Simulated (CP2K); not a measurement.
Consider benzimidazole at its PBE geometry (Å).

```xyz
15

C    -2.0425   -0.5101    0.0049
C    -1.8263    0.8845    0.0403
C    -0.5397    1.4230    0.0452
C     0.5205    0.5131    0.0115
N     1.8975    0.6698    0.0067
C     2.4454   -0.5985   -0.0402
N     1.5460   -1.5595   -0.0668
C     0.3223   -0.8926   -0.0312
C    -0.9806   -1.4113   -0.0308
H    -3.0655   -0.8854    0.0041
H    -2.6841    1.5558    0.0648
H    -0.3784    2.5004    0.0731
H     2.4081    1.5450    0.0257
H     3.5221   -0.7463   -0.0499
H    -1.1446   -2.4879   -0.0575
```

Method: CP2K XAS_TDP, all-electron GAPW, PBEh(45%), aug-cc-pVDZ, TDA, GW2X-corrected core level, no relativity.

Q: Where do the N K-edge lines lie, and how strong are they?

Leading lines: N5 403.11 eV and N7 400.34 eV. The leading line of an atom is its first one with 35 % of the strongest within 2.5 eV of its lowest line over the strength cut. Core ionisation energies at this level: N5 406.96 and N7 405.06 eV.

The first six lines of each atom with a strength over 0.0015:

| atom | energy (eV) | states | strength, one atom | above the computed threshold |
| --- | --- | --- | --- | --- |
| N5 (bonded to 2 C and H) | 403.11 | 1 | 0.0273 |  |
|  | 403.97 | 1 | 0.0154 |  |
|  | 404.89 | 1 | 0.0031 |  |
|  | 406.08 | 1 | 0.0027 |  |
|  | 406.48 | 1 | 0.0021 |  |
|  | 406.61 | 1 | 0.0023 |  |
| N7 (bonded to 2 C) | 400.34 | 1 | 0.0447 |  |
|  | 403.08 | 1 | 0.0061 |  |
|  | 404.12 | 1 | 0.0019 |  |
|  | 405.12 | 1 | 0.0020 | yes |
|  | 406.23 | 2 | 0.0129 | yes |
|  | 406.47 | 1 | 0.0023 | yes |

Lines are vertical, at one geometry, with no vibrational structure. GW2X ionisation energies and lines can be off by 1 to 2 eV either way, and a good line position may hide errors that cancel. These values hold no scalar relativity, about 0.2 eV for N 1s. Rydberg lines, and the discretised continuum above threshold, depend on the basis and the box.

[Banner, clock and machine lines of the logs are left out without a mark of their own.]

[Logs are printed without paths, hosts, clocks, repeated set-up lines and the standing remarks that a program may print on its own settings, such as how far it seeks lower states.]

[Hosts, paths, dates, database ids (printed as entryN), source tags and the programs' standing remarks are cut or masked in the printed files.]
